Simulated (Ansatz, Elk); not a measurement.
# Bi4Mo3: X-ray structure factors from the self-consistent density

Structure refinements treat a crystal as free atoms side by side. For a made-up structure of Bi4Mo3 (cell and positions from a r2SCAN relaxation) the runs below show what the calculated density changes in F(hkl).

Main program and level: Elk 11.2.3 (patched build); DFT, PBE, all-electron APW+lo, Dirac cores, scalar-relativistic bands, static density, no spin.

The structure was built from a prototype and need not be the compound's stable phase.

## 1. The structure

Symmetry: R-3m, No. 166, trigonal system. Conventional cell: a = 3.356 Å, b = 3.356 Å, c = 50.680 Å, α = 90.00°, β = 90.00°, γ = 120.00°. Nearest to Bi lie 3 Mo at 2.86 Å. Bi has 6 Mo at 2.89 to 2.90 Å nearest. Nearest to Mo lie 6 Bi at 2.86 to 2.89 Å. Mo has 6 Bi at 2.90 Å nearest. Farther neighbours are not listed.

## 2. Ground state and structure factors

An all-electron density is needed, since X-rays see the cores too. Task 0 finds the density and task 195 Fourier-transforms it; tshift is off so that phases refer to the origin typed.

File elk.in:

```
tasks
  0
  195

xctype
  20

spinpol
  .false.

rgkmax
  7.0

gmaxvr
  14.0

lmaxo
  7

lmaxapw
  8

swidth
  0.002

tshift
  .false.

ramdisk
  .false.

hmaxvr
  5.5

maxscl
  120

epspot
  1e-06

sppath
  './'

avec
  3.17099698343 1.83077596156 31.92357122032
  -3.17099698343 1.83077596156 31.92357122032
  0.00000000000 -3.66155192439 31.92357122025

atoms
  2
  'Bi.in'
  4
  0.8734634263 0.8734634263 0.8734634263   0.000000 0.000000 0.000000
  0.1265365737 0.1265365737 0.1265365737   0.000000 0.000000 0.000000
  0.2907662818 0.2907662818 0.2907662818   0.000000 0.000000 0.000000
  0.7092337182 0.7092337182 0.7092337182   0.000000 0.000000 0.000000
  'Mo.in'
  3
  0.5817118187 0.5817118187 0.5817118187   0.000000 0.000000 0.000000
  0.4182881813 0.4182881813 0.4182881813   0.000000 0.000000 0.000000
  0.0000000000 0.0000000000 0.0000000000   0.000000 0.000000 0.000000

ngridk
  8 8 8
```

The run is started by

```console
$ OMP_NUM_THREADS=4 elk
```

Numbers of over 12 decimals in the logs are rounded to 6 here.

Output:

```text
┌─────────────────────────┐
│ Elk code version 11.2.3 │
└─────────────────────────┘

All units are atomic (Hartree, Bohr, etc.)

┌─────────────────────────────────────────────────┐
│ Ground-state run starting from atomic densities │
└─────────────────────────────────────────────────┘

Lattice vectors :
   3.170996983       1.830775962       31.92357122
  -3.170996983       1.830775962       31.92357122
   0.000000000      -3.661551924       31.92357122

Reciprocal lattice vectors :
  0.9907271026      0.5719965593      0.6560654158E-01
 -0.9907271026      0.5719965593      0.6560654158E-01
 -0.7722485910E-17  -1.143993119      0.6560654156E-01

Unit cell volume      :    1111.971739
Brillouin zone volume :   0.2230724080

Muffin-tin inner radius fraction :   0.1000000000E-01

Nuclei treated as point charges

Species : 1 (Bi)
 parameters loaded from : Bi.in
 name : bismuth
 nuclear charge    :   -83.00000000
 electronic charge :    83.00000000
 atomic mass :    380947.9285
 muffin-tin radius :    2.779147491
 number of radial points in muffin-tin :   1393
 inner part over the whole radius :   0.9997543532E-02
 number on inner part of muffin-tin    :   1001
 approximate nuclear radius :   0.1052171418E-03
 number of mesh points to nuclear radius :    526
 atomic positions (lattice), magnetic fields (Cartesian) :
  1 :  -0.12653657 -0.12653657 -0.12653657    0.00000000  0.00000000  0.00000000
  2 :   0.12653657  0.12653657  0.12653657    0.00000000  0.00000000  0.00000000
  3 :   0.29076628  0.29076628  0.29076628    0.00000000  0.00000000  0.00000000
  4 :  -0.29076628 -0.29076628 -0.29076628    0.00000000  0.00000000  0.00000000

Species : 2 (Mo)
 parameters loaded from : Mo.in
 name : molybdenum
 nuclear charge    :   -42.00000000
 electronic charge :    42.00000000
 atomic mass :    174887.9214
 muffin-tin radius :    2.580636956
 number of radial points in muffin-tin :   1193
 inner part over the whole radius :   0.9919181675E-02
 number on inner part of muffin-tin    :    848
 approximate nuclear radius :   0.8334154960E-04
 number of mesh points to nuclear radius :    420
 atomic positions (lattice), magnetic fields (Cartesian) :
  1 :  -0.41828818 -0.41828818 -0.41828818    0.00000000  0.00000000  0.00000000
  2 :   0.41828818  0.41828818  0.41828818    0.00000000  0.00000000  0.00000000
  3 :   0.00000000  0.00000000  0.00000000    0.00000000  0.00000000  0.00000000

Total number of atoms per unit cell :    7
Total muffin-tin volume :    575.6213458
 ratio of muffin-tin to unit cell volume :   0.5176582511

Spin treatment :
 spin-unpolarised

Number of Bravais lattice symmetries :   12
Number of crystal symmetries         :   12
Crystal has inversion symmetry
Real symmetric eigensolver will be used

k-point grid :      8     8     8
k-point offset :    0.000000000       0.000000000       0.000000000
k-point set is reduced with full crystal symmetry group
Total number of k-points :       65

Muffin-tin radius times maximum |G+k| :    7.000000000
 using average radius
Maximum |G+k| for APW functions       :    2.598297735
Maximum (1/2)|G+k|²                   :    3.375575560
Maximum |G| for potential and density :    14.00000000
Constant for pseudocharge density :   10
 order of it for each species :   17  17
 order of it for pair densities of each species (exact exchange by exxq0 0: 18) :   10   9
Radial integration step length :    1

G-vector grid sizes :    144   144   144
Number of G-vectors :    51563

Maximum angular momentum used for
 APW functions            :    8
 outer part of muffin-tin :    7
 inner part of muffin-tin :    2

Total nuclear charge    :   -458.0000000
Total core charge       :    356.0000000
Total valence charge    :    102.0000000
Total excess charge     :    0.000000000
Total electronic charge :    458.0000000

Effective Wigner radius, rₛ :   0.8337705558

Number of empty states         :     28
Total number of valence states :     80
Total number of core states    :    356

[...]
Madelung                    :     -124219.71645539
 xc potential                :     -2600.9845444519
 exchange                    :     -1938.7945412435
 correlation                 :     -27.142975622691
 electron entropic           :    -0.21668955676022E-02
 total energy                :     -98476.894508724

Density of states at Fermi energy :    160.3907187
 (states/Hartree/unit cell)

Estimated indirect band gap :   0.1111541136E-03
 from k-point 17 to k-point 39
Estimated direct band gap   :   0.9625341509E-03
 at k-point 52

Charges :
 core                        :    356.0000000
 valence                     :    102.0000000
 interstitial                :    12.05051580
 muffin-tins (core leakage)
  species : 1 (Bi)
[...]
species : 2 (Mo)
[...]
total in muffin-tins        :    445.9494842
 total calculated charge     :    457.9946313
 total charge                :    458.0000000
 error                       :   0.5368684121E-02

RMS change in Kohn-Sham potential (target) :   0.1366092835     (  0.1000000000E-05)
Absolute change in total energy (target)   :   0.6414254951E-01 (  0.1000000000E-03)

[... loops 3 to 22 left out ...]

┌──────────────────┐
│ Loop number : 23 │
└──────────────────┘

Energies :
 Fermi                       :     0.315513
 sum of occupied eigenvalues :     -60698.226733998
 electron kinetic            :      113580.57306429
 core electron kinetic       :      112698.18623831
 Coulomb                     :     -210088.52260018
 Coulomb potential           :     -171706.37475520
 nuclear-nuclear             :     -7883.9561670291
 electron-nuclear            :     -232871.10731313
 Hartree                     :      30666.540879975
 Madelung                    :     -124235.33522258
 xc potential                :     -2572.4250430909
 exchange                    :     -1939.6893527062
 correlation                 :     -27.137161741164
 electron entropic           :    -0.30451750507585E-02
 total energy                :     -98474.779095511

Density of states at Fermi energy :    238.3586009
 (states/Hartree/unit cell)

Estimated indirect band gap :   0.3467210152E-03
 from k-point 39 to k-point 15
Estimated direct band gap   :   0.1980438523E-02
 at k-point 53

Charges :
 core                        :    356.0000000
 valence                     :    102.0000000
 interstitial                :    11.34980841
 muffin-tins (core leakage)
  species : 1 (Bi)
[...]
species : 2 (Mo)
[...]
total in muffin-tins        :    446.6501916
 total calculated charge     :    457.9946606
 total charge                :    458.0000000
 error                       :   0.5339388166E-02

RMS change in Kohn-Sham potential (target) :   0.9264779956E-06 (  0.1000000000E-05)
Absolute change in total energy (target)   :   0.1401468762E-04 (  0.1000000000E-03)

Convergence targets achieved

┌──────────────────┐
│ Loop number : 24 │
└──────────────────┘

Energies :
 Fermi                       :     0.315513
 sum of occupied eigenvalues :     -60698.226738546
 electron kinetic            :      113580.57306689
 core electron kinetic       :      112698.18623902
 Coulomb                     :     -210088.52260550
 Coulomb potential           :     -171706.37480021
 nuclear-nuclear             :     -7883.9561670291
 electron-nuclear            :     -232871.10728044
 Hartree                     :      30666.540841965
 Madelung                    :     -124235.33520540
 xc potential                :     -2572.4250052294
 exchange                    :     -1939.6893533512
 correlation                 :     -27.137161734314
 electron entropic           :    -0.30451758368580E-02
 total energy                :     -98474.779098872

Density of states at Fermi energy :    238.3586537
 (states/Hartree/unit cell)

Estimated indirect band gap :   0.3467224099E-03
 from k-point 39 to k-point 15
Estimated direct band gap   :   0.1980466854E-02
 at k-point 53

Charges :
 core                        :    356.0000000
 valence                     :    102.0000000
 interstitial                :    11.34980768
 muffin-tins (core leakage)
  species : 1 (Bi)
[...]
species : 2 (Mo)
   atom 1                    :    40.33364823     (  0.2700287638E-07)
   atom 2                    :    40.33364823     (  0.2700287638E-07)
   atom 3                    :    40.32446264     (  0.2710210012E-07)
 total in muffin-tins        :    446.6501923
 total calculated charge     :    457.9946606
 total charge                :    458.0000000
 error                       :   0.5339388854E-02

┌──────────────────────────────┐
│ Self-consistent loop stopped │
└──────────────────────────────┘

Warning : core states of species 1 leak from the muffin-tin :   0.7729630267E-03

Wrote STATE.OUT
```

Elapsed: 5.8 min, on 4 threads of Arm Neoverse V2, shared host; peak memory 1.2 GiB.

SFACRHO.OUT:

```text

h k l indices transformed by vhmat matrix:
   1.000000000       0.000000000       0.000000000    
   0.000000000       1.000000000       0.000000000    
   0.000000000       0.000000000       1.000000000    

      h      k      l  multipl.   |H|            Re(F)            Im(F)           |F|

      0      0      0      1   0.0000000       458.00000      0.24678260E-15   458.00000    
     -1     -1     -1      2  0.19681962       33.793178      0.21594622E-12   33.793178    
      2      2      2      2  0.39363925      -36.722242      0.18176949E-12   36.722242    
      3      3      3      2  0.59045887       30.917876      0.46293873E-12   30.917876    
      4      4      4      2  0.78727850      -193.96475     -0.50827433E-12   193.96475    
     -5     -5     -5      2  0.98409812       48.289100     -0.10880392E-11   48.289100    
      0     -1      0      6   1.1458728       39.185574     -0.81024583E-13   39.185574    
      1      1      0      6   1.1514934      -58.789415      0.61694454E-13   58.789415    
     -2     -1     -1      6   1.1737068      -66.808582      0.26998958E-12   66.808582    
      6      6      6      2   1.1809177      -43.193740      0.50252791E-12   43.193740    
      2      2      1      6   1.1900948      -143.00703     -0.46312565E-13   143.00703    
     -2     -3     -2      6   1.2327315       341.26100      0.35105017E-12   341.26100    
      3      3      2      6   1.2586462       71.667764      0.75229404E-12   71.667764    
      3      3      4      6   1.3187654       163.97906     -0.58254813E-12   163.97906    
      4      4      3      6   1.3526014      -84.204871     -0.36649007E-12   84.204871    
      7      7      7      2   1.3777374       79.099712     -0.16087187E-11   79.099712    
      4      4      5      6   1.4269314      -85.913328     -0.28162365E-12   85.913328    
     -5     -5     -4      6   1.4670879       213.40565      0.84869264E-12   213.40565
```

Elk indexes on the primitive cell of elk.in and gives |H| = 4π sin θ/λ in inverse bohr. Below, one row stands for each form hkl of the conventional cell (m members, Friedel mates merged), F is for one primitive cell and the density is static (no thermal factor). Free-atom factors are Waasmaier and Kirfel's, and R is Σm||F|−|F'||/Σm|F|.

```csv
hkl,m,sin θ/λ (Å⁻¹),"abs F, DFT",neutral atoms,diff.
003,2,0.030,33.793,33.752,+0.041
006,2,0.059,36.722,36.623,+0.099
009,2,0.089,30.918,30.753,+0.165
0 0 12,2,0.118,193.965,194.118,-0.153
0 0 15,2,0.148,48.289,48.455,-0.166
101,6,0.172,39.186,39.081,+0.104
012,6,0.173,58.789,58.631,+0.158
104,6,0.176,66.809,66.773,+0.036
0 0 18,2,0.178,43.194,43.481,-0.287
015,6,0.179,143.007,142.726,+0.281
107,6,0.185,341.261,341.904,-0.643
018,6,0.189,71.668,71.661,+0.006
1 0 10,6,0.198,163.979,164.607,-0.628
0 1 11,6,0.203,84.205,84.400,-0.196
0 0 21,2,0.207,79.100,79.559,-0.460
1 0 13,6,0.215,85.913,86.322,-0.408
0 1 14,6,0.221,213.406,214.063,-0.657
1 0 16,6,0.234,64.642,64.874,-0.232
```

## 3. The highest occupied states alone

An energy window below the Fermi level keeps the highest occupied states, to see at which angles they scatter; shallow core shells can lie inside it and anion s states outside. No new self-consistency is needed.

elk.in: that of step 2 with these lines changed.

```diff
@@ -1,3 +1,2 @@
 tasks
-  0
   195
@@ -40,2 +39,5 @@
 
+wsfac
+  -0.051980 0.615510
+
 sppath
```

The run is started by

```console
$ OMP_NUM_THREADS=4 elk
```

Output:

```text
┌─────────────────────────────────┐
│ Elk code version 11.2.3 started │
└─────────────────────────────────┘

Info(readinput): the functional depends on the density's gradient
 muffin-tin radial points multiplied by    2.00000
 (not where nrmtscf is given)

┌────────────────────┐
│ Current task : 195 │
└────────────────────┘
Info(checkmt): changed muffin-tin radius of species 1 (Bi) from   2.8000 to   2.7791
Info(checkmt): changed muffin-tin radius of species 2 (Mo) from   2.6000 to   2.5806

Info(sfacrho): density structure factors written to SFACRHO.OUT

 Energy window :  -0.5198000000E-01  0.6155100000

┌──────────────────┐
│ Elk code stopped │
└──────────────────┘
```

Wall time 32 s (4 threads); peak memory 0.67 GiB; 43 s of CPU time.

States within 10 eV below the Fermi level hold 30.75 electrons; any levels below the window count with the cores, and a count that is not whole means the window cuts a band. Their amplitudes can exceed the total, where window and core parts have opposite phase:

```csv
hkl,sin θ/λ (Å⁻¹),"abs F, window","abs F, all"
003,0.030,4.622,33.793
006,0.059,4.721,36.722
009,0.089,4.823,30.918
0 0 12,0.118,5.167,193.965
0 0 15,0.148,2.097,48.289
101,0.172,0.875,39.186
012,0.173,3.075,58.789
104,0.176,0.378,66.809
0 0 18,0.178,1.823,43.194
015,0.179,3.515,143.007
```

[end of part 1 of 2]

[Logs are printed without paths, hosts, clocks, repeated set-up lines and the standing remarks that a program may print on its own settings, such as how far it seeks lower states.]

[Hosts, paths, dates, database ids (printed as entryN), source tags and the programs' standing remarks are cut or masked in the printed files.]
